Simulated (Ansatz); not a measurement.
# H_i (6-fold void) in MgH2 (Pbcn): charge-transition levels and formation energies

Wanted: the transition levels of a self-interstitial in MgH2 (Pbcn), from a cell of 96 host atoms with 1 H put in.

Main program and level: Ansatz 0.2.0; place-levels on PBEsol runs: charge-transition levels and formation energies with image-charge correction and potential alignment at the atomic sites.

**1. The structure**

The cell holds 97 atoms: 32 Mg and 65 H. Its edges and angles: a = 8.952 Å, b = 10.787 Å, c = 9.789 Å, α = 90.0°, β = 90.0°, γ = 90.0°. It derives from MgH2 (space group Pbcn). Nearest the centre at fractional (0.255, 0.313, 0.118): H97 at 0.00 Å, H10 at 1.93 Å, H11 at 1.93 Å, H19 at 1.93 Å, H8 at 1.96 Å, H5 at 1.97 Å, H6 at 2.10 Å, Mg50 at 2.21 Å.

Known beforehand: the electronic dielectric constant, (4.23, 4.33, 4.34), and the static one, (11.82, 11.40, 11.83), from a response run on this crystal (DFPT, PBEsol) at that run's own cell.

The cell's shortest repeat is 9.0 Å.

**2. What was run first**

Levels follow from differences of total energies between charge states, each relaxed by itself.

Each atom starts 0.05 Å or so off its site in a random direction. Forces are taken at one point at (¼, ¼, ¼). The cell holds 1 electron more than the neutral one, with a uniform background that keeps it neutral on the whole.

The sampling was tested on the host first: at the k-points planned (1x1x1 shifted 0.25 0.25 0.25) its energy lies 0.000 eV an atom from the dense-mesh value, under the bound of 0.02 eV set for this test; that bounds the host's error, not the defect's.

One of the inputs; charge, spin and start change from state to state.

File qm1.relax/input.yaml:

```yaml
crystal:
  lattice:
    - [4.47603151, 0.0, 0.0]
    - [0.0, 5.39366888, 0.0]
    - [0.0, 0.0, 4.89464524]
  atoms:
    - { symbol: Mg, position: [0.5, 0.83046813, 0.75] }
    - { symbol: Mg, position: [0.0, 0.66953187, 0.25] }
    - { symbol: Mg, position: [0.5, 0.16953187, 0.25] }
    - { symbol: Mg, position: [0.0, 0.33046813, 0.75] }
    - { symbol: H, position: [0.72999586, 0.8939272, 0.42110026] }
    - { symbol: H, position: [0.22999586, 0.6060728, 0.57889974] }
    - { symbol: H, position: [0.77000414, 0.6060728, 0.92110026] }
    - { symbol: H, position: [0.27000414, 0.8939272, 0.07889974] }
    - { symbol: H, position: [0.72999586, 0.1060728, 0.92110026] }
    - { symbol: H, position: [0.22999586, 0.3939272, 0.07889974] }
    - { symbol: H, position: [0.77000414, 0.3939272, 0.42110026] }
    - { symbol: H, position: [0.27000414, 0.1060728, 0.57889974] }
  supercell: [2, 2, 2]
  defects:
    - { interstitial: { symbol: H, position: [0.255245, 0.312517, 0.117959] } }
total_charge: -1
basis:
  ecutwfc: 420
  xc_grid: 2
hamiltonian:
  xc: pbesol
kpoints:
  mp_grid: { grid: [1, 1, 1], shift: [0.25, 0.25, 0.25] }
scf:
  occupations: { method: fixed }
  max_iter: 60
output:
  forces: true
  charged_corrections: { epsilon: [4.23, 4.33, 4.34], static_epsilon: [11.82, 11.4, 11.83] }
relax:
  f_tol: 0.02
  max_steps: 80
  random_displacement: { amplitude: 0.05, seed: 8053 }
checkpoint:
  write: "../qm1.relax.run"
  compress: false
  write_wavefunctions: true
  write_every: 100000
```

The run is started by

```bash
$ ansatz run input.yaml --threads 4 --pin off --max-ram 7536MiB --backend cpu --events-out ev --progress --plain --runs-dir out
```

Defect states can disperse in a cell of this size, so the energy is taken again at a 2×2×2 shifted mesh, on the relaxed structure.

The run of this state that the levels use, under PBEsol:

File qm1.point/input.yaml:

```yaml
crystal:
  checkpoint: "../qm1.relax.run"
  host: checkpoint
total_charge: -1
basis:
  ecutwfc: 420
  xc_grid: 2
hamiltonian:
  xc: pbesol
kpoints:
  mp_grid: { grid: [2, 2, 2], shift: [0.5, 0.5, 0.5] }
scf:
  occupations: { method: fermi_dirac, width: 0.01 }
  max_iter: 60
output:
  forces: true
  eigenvalues: true
  charged_corrections:
    epsilon: [4.23, 4.33, 4.34]
    static_epsilon: [11.82, 11.4, 11.83]
    defect_position: [0.255245, 0.312517, 0.117959]
  eigenstates: { localisation: true }
  populations: true
  band_densities: [{ bands: [v1, v1] }, { bands: [c1, c1] }]
  write_density: true
  write_potential: true
  volumetric_format: npy
checkpoint:
  read: "../qm1.relax.run"
  write: "../qm1.point.run"
  compress: false
  write_wavefunctions: false
  write_every: 100000
```

Relaxations under PBEsol at one point at (¼, ¼, ¼); times on 4 threads of Arm Neoverse V1, shared host:

```
charge  moment (μB)  occupations    outcome  steps  largest displacement against the far atoms (Å)     time
    −1            0        fixed  converged      8                                            0.86     86 s
     0            1        fixed  converged      5                                            0.28  2.1 min
    +1            0        fixed  converged     16                                            1.58  2.7 min
```

Single points under PBEsol at a 2×2×2 shifted mesh; times on 4 threads of Arm Neoverse V1, shared host:

```
charge  moment (μB)  occupations    outcome   time
    −1            0  fermi-dirac  converged   89 s
     0            1  fermi-dirac  converged  3 min
    +1            0  fermi-dirac  converged   85 s
```

Distances (Å) from H97 to the nearest atoms after relaxation with PBEsol:

```
charge  moment (μB)       1.       2.       3.       4.       5.       6.
    −1            0  Mg 2.04  Mg 2.08  Mg 2.08   H 2.18   H 2.22  Mg 2.26
     0            1   H 1.79   H 1.93   H 2.02   H 2.19  Mg 2.19   H 2.20
    +1            0   H 0.79  Mg 2.17   H 2.23  Mg 2.32  Mg 2.35   H 2.42
```

**3. Levels against the band edges, PBEsol**

A charged cell interacts with its images and the background, and its potential has another zero than the host's. place-levels removes the first by a point-charge model, screened by the static dielectric constant since the ions have relaxed around the charge, and the second by comparing potentials at atoms far from the defect.

The host is a run of the defect-free crystal in the same cutoffs, grids and k-points, so that basis and sampling errors cancel in part in the differences. Its band edges come from a run of the primitive cell that searches the zone for them. The host is run in a cell of 24 atoms on a matching mesh. Chemical potentials are energies per atom of H (H2 molecule), run with the same functional and cutoff.

File levels.point.yaml:

```yaml
host:
  run: host.point.run
  levels_from: { run: edges.point.run }
states: [qm1.point.run, q0_M1.point.run, qp1.point.run]
geometry_from:
  qm1.point.run: qm1.relax.run
  q0_M1.point.run: q0_M1.relax.run
  qp1.point.run: qp1.relax.run
  host.point.run: host.relax.run
chemical_potentials:
  H:
    energy: -15.609288
    dataset: "<sha256 of the dataset>"
epsilon: [4.23, 4.33, 4.34]
static_epsilon: [11.82, 11.4, 11.83]
vertical:
  - { from: qm1.point.run, to: qm1.point_neutral.run }
  - { from: qp1.point.run, to: qp1.point_neutral.run }
```

The run is started by

```bash
$ ansatz place-levels levels.point.yaml -- --threads 4 --pin off --max-ram 7536MiB
```

Numbers of over 12 decimals in the logs are rounded to 6 here.

The log of the run:

```text
[... repeated set-up lines and file paths are left out, and long positions are rounded to six places ...]
(+1/0) 3.140 eV above the valence edge, 0.261 eV under the conduction edge; not on the lower envelope
(0/-1) 1.378 eV above the valence edge, 2.023 eV under the conduction edge; not on the lower envelope
(+1/-1) 2.259 eV above the valence edge, 1.142 eV under the conduction edge: charges between them are lowest nowhere
formation energy of charge +1: -0.984 eV with the Fermi level at the valence edge
formation energy of charge 0: +2.156 eV with the Fermi level at the valence edge
formation energy of charge -1: +3.534 eV with the Fermi level at the valence edge
vertical -1 to 0: no energy, since no alignment is typed
  the change from vertical[0].from (qm1.point.run) to vertical[0].to (qm1.point_neutral.run): by its potential at epsilon [4.23, 4.33, 4.34] it stands at 0.236 0.442 0.093, with an rms radius of about 2.9 Å (1.8 1.4 1.8 Å across the planes of the cell's [...]
vertical +1 to 0: no energy, since no alignment is typed
  the change from vertical[1].from (qp1.point.run) to vertical[1].to (qp1.point_neutral.run): by its potential at epsilon [4.23, 4.33, 4.34] it stands at 0.381 0.434 0.265, with an rms radius of about 5.7 Å (3.0 3.3 3.6 Å across the planes of the cell's [...]
  edges by pbesol of host.levels_from (edges.point.run), its mesh sampled to repeats of 26.86 Å (the valence edge +0.253 eV and the conduction edge -0.394 eV from those of the host's own run), gap 3.400 eV; the host is sampled to repeats of 26.53 Å
  the defect's cells are sampled to repeats of 26.53 Å, like sampling
  charge +1: -62223.7437 eV with its correction of +0.187 eV, at epsilon [11.82, 11.4, 11.83], aligned at sites: +0.0112 eV, mean over 59 atomic sites at or beyond 4.48 Å from the defect at [0.2552, 0.3125, 0.1180], with +0.001572 for the charge's moments and [...]
  charge 0: +0.000 eV for its dipole among its images, +0.000 omitted
  charge -1: -62214.5634 eV with its correction of +0.112 eV, at epsilon [11.82, 11.4, 11.83], aligned at sites: +0.0647 eV, mean over 59 atomic sites at or beyond 4.48 Å from the defect at [0.2552, 0.3125, 0.1180], with +0.000000 for the charge's moments and [...]
  of states[2] (qp1.point.run): it parts from the run at its places by a charge that spreads by about 3.6 Å along one vector (1.7 Å or more is wide), by its potential at epsilon [4.23, 4.33, 4.34], taken for that of held ions (one typed too small widens it), [...]
  of states[1] (q0_M1.point.run): stability_check_not_made
  of states[0] (qm1.point.run): it parts from the run at its places by a charge that spreads by about 1.8 Å along one vector (1.6 Å or more is wide), by its potential at epsilon [4.23, 4.33, 4.34], taken for that of held ions (one typed too small widens it), [...]
  of vertical[0].from (qm1.point.run): it parts from the run at its places by a charge that spreads by about 1.8 Å along one vector (1.6 Å or more is wide), by its potential at epsilon [4.23, 4.33, 4.34], taken for that of held ions (one typed too small [...]
  of vertical[1].from (qp1.point.run): its displacements don't fall off away from the defect: farther atoms stand 0.038 Å off the host's places. [...]
  of vertical[1].to (qp1.point_neutral.run): its displacements don't fall off away from the defect: farther atoms stand 0.038 Å off the host's places. [...]
```

Elapsed: 0.54 s, on 4 threads of Arm Neoverse V1, shared host.

Levels between the charges placed, in eV above the valence top:

```
        gap (eV)  (+1/0)  (0/−1)
PBEsol      3.40    3.14    1.38
```

Corrections by state:

```
charge  moment (μB)  image terms and alignment (eV)  band filling (eV)                                  ε used  over the lowest of its charge, as the program ranks them, band filling apart (eV)
    +1          0.0                           0.187                  -  principal values (11.40, 11.82, 11.83)                                                                              0.000
     0          1.0                           0.000                  -                                       -                                                                              0.000
    −1          0.0                           0.112                  -  principal values (11.40, 11.82, 11.83)                                                                              0.000
```

The charged structures listed were also run neutral, and place-levels reads from each pair, by the potential or the spins, how wide the charge is by which they differ; that can be the carrier of either run.

```
charge  rms radius (Å)  spread where it is widest against the cell (Å)  wide from (Å)  reading
    +1             5.7                                            3.61           1.70     wide
    −1             2.9                                            1.78           1.55     wide
```

The neutral runs of these pairs need not share the spin of the lowest neutral state, and very wide values only mean spread over the cell.

From the program's caveats on the states, each cut to its opening words:

- charge +1: it parts from the run at its places by a charge that spreads by about 3.6 Å along one vector (1.7 Å or more is wide), by its potential at epsilon [4.23, 4.33, [...]
- charge +1: its displacements don't fall off away from the defect: farther atoms stand 0.038 Å off the host's places
- charge 0 (1 μB): flagged: stability check not made
- charge −1: it parts from the run at its places by a charge that spreads by about 1.8 Å along one vector (1.6 Å or more is wide), by its potential at epsilon [4.23, 4.33, [...]

Chemical potentials of the elements' reference phases, run alike. Formation energy by charge state (elemental references; gap 3.40 eV):

```
charge  at valence top (eV)  at conduction bottom (eV)  correction included (eV)
    +1                -0.98                       2.42                      0.19
     0                 2.16                       2.16                      0.00
    −1                 3.53                       0.13                      0.11
```

(Fermi level (eV), lowest formation energy (eV)): (0.00, -0.98), (0.31, -0.67), (0.62, -0.37), (0.93, -0.06), (1.24, 0.25), (1.54, 0.56), (1.86, 0.87), (2.16, 1.18), (2.47, 1.06), (2.78, 0.75), (3.09, 0.44), (3.40, 0.13)

**4. The same at the relaxations' own k-points**

The relaxations' own energies give the levels at their sampling, for comparison.

File levels.relax_mesh.yaml:

```yaml
host:
  run: host.relax.run
  levels_from: { run: edges.relax.run }
states: [qm1.relax.run, q0_M1.relax.run, qp1.relax.run]
chemical_potentials:
  H:
    energy: -15.609288
    dataset: "<sha256 of the dataset>"
```

The run is started by

```bash
$ ansatz place-levels levels.relax_mesh.yaml -- --threads 4 --pin off --max-ram 7536MiB
```

The log of the run:

```text
[...]
formation energy of charge +1: -0.985 eV with the Fermi level at the valence edge
formation energy of charge 0: +2.161 eV with the Fermi level at the valence edge
formation energy of charge -1: +3.537 eV with the Fermi level at the valence edge
  edges by pbesol of host.levels_from (edges.relax.run), its mesh sampled to repeats of 26.86 Å (the valence edge +0.253 eV and the conduction edge -0.394 eV from those of the host's own run), gap 3.400 eV; the host is sampled to repeats of 13.27 Å
[... the lines on each state left out ...]
```

The job ended after 0.21 s (4 threads).

Levels between neighbouring charges, in eV above the valence top:

```
                        gap (eV)  (+1/0)  (0/−1)
one point at (¼, ¼, ¼)      3.40    3.15    1.38
  a 2×2×2 shifted mesh      3.40    3.14    1.38
```

Going from one point at (¼, ¼, ¼) to a 2×2×2 shifted mesh moves the levels that carry no band-filling term by up to 0.01 eV and formation energies against the elements by up to 0.00 eV.

**5. Summary of results**

```json
{"gap of the host": "3.40 eV (PBEsol)", "level (plus 1/0)": "3.14 eV above the valence top, not a change between lowest states", "level (0/minus 1)": "1.38 eV above the valence top, not a change between lowest states", "level (plus 1/minus 1)": "2.26 eV above the valence top", "lowest of the charges placed, just above the valence top (0.02 eV)": "+1", "lowest of the charges placed, just below the conduction bottom (0.02 eV)": "−1", "lowest formation energy at mid-gap of the charges run, elemental references": "0.72 eV"}
```

Of the charges placed (−1, 0 and +1), the lowest changes at 2.26 eV (+1/−1) above the valence top, in a gap of 3.40 eV. (+1/−1) passes over charge 0, which lies 0.88 eV above the two there; a lower structure or spin state of it, if missed, would change that. Charges above +1 and below −1 were not placed, so these runs say nothing of levels that involve them. States placed: +1 at 0 μB; 0 at 1 μB; −1 at 0 μB. Other spin states or structures, where not listed, weren't placed. At charge −1 and +1 the atom put in ends up to 1.6 Å from its starting place, so the name tells the start alone and the levels can join different sites. Going from one point at (¼, ¼, ¼) to a 2×2×2 shifted mesh moves the levels that carry no band-filling term by up to 0.01 eV and formation energies against the elements by up to 0.00 eV. Keep in mind: the images are only 9.0 Å apart; PBEsol makes the gap too small and tends to spread out bound carriers.

[Logs are printed without paths, hosts, clocks, repeated set-up lines and the standing remarks that a program may print on its own settings, such as how far it seeks lower states.]

[Hosts, paths, dates, database ids (printed as entryN), source tags and the programs' standing remarks are cut or masked in the printed files.]

[Where a table of states has a column of steps, it counts the stored structures, which are thinned; the runs took as many ionic steps or more.]

[A defect's name tells the site on which it was built; relaxed atoms can leave that site.]

[For some hosts the program warned that the k-mesh of the response run may be too coarse for force constants and the static dielectric constant; such warnings are not shown here.]
